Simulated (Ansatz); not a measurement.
Consider Cs2ThCl6 (P-3m1).

```yaml
crystal:
  lattice:
    - [0.00000, -5.38391, 5.38391]
    - [5.38391, 0.00000, -5.38391]
    - [3.48604, 3.48604, 3.48604]
  atoms:
    - { symbol: Cs, position: [0.33333, 0.66667, 0.75000] }
    - { symbol: Cs, position: [0.66667, 0.33333, 0.25000] }
    - { symbol: Th, position: [0.00000, 0.00000, 0.00000] }
    - { symbol: Cl, position: [0.17800, 0.82200, 0.25600] }
    - { symbol: Cl, position: [0.17800, 0.35600, 0.25600] }
    - { symbol: Cl, position: [0.64400, 0.82200, 0.25600] }
    - { symbol: Cl, position: [0.82200, 0.17800, 0.74400] }
    - { symbol: Cl, position: [0.35600, 0.17800, 0.74400] }
    - { symbol: Cl, position: [0.82200, 0.64400, 0.74400] }
```

The cell and positions come from the Crystallography Open Database and are kept as given unless a step says otherwise. The program's search for lower electronic states was switched off, so nothing shows that the state found is the lowest. Spin-orbit coupling is left out unless a run names it. PAW set soft_2, made with PBE.

A constrained-RPA run (Ansatz 0.2.0; non-magnetic LDA; Th f, bands c1 to c7, 3×3×2 mesh, medium accuracy) builds 7 functions on bands 0.43 eV wide, with 0.0 electrons in the window. The bare on-site interaction is 15.0 eV and the bare J 0.42 eV.

Q: What U and J survive the screening?

On the Th f shell, U = 4.93 eV (33 % of the bare value), U′ = 4.28 eV, J = 0.31 eV.

The parent state is non-magnetic and the interaction static (zero frequency); U depends on the window and the orbitals, so it belongs to this model alone. Spin-orbit coupling, which is strong for atoms this heavy, is left out. Coarse meshes can leave U off its limit, most where the target bands are metallic.

[Paths, hosts, dates, memory and timing lines, banners, echoed tables and standing remarks are left out of the program output.]

[Logs are printed without paths, hosts, clocks, repeated set-up lines and the standing remarks that a program may print on its own settings, such as how far it seeks lower states.]

[Runs of the session that timed out or met a known fault of the program may be left out.]

[Hosts, paths, dates, database ids (printed as entryN), source tags and the programs' standing remarks are cut or masked in the printed files.]
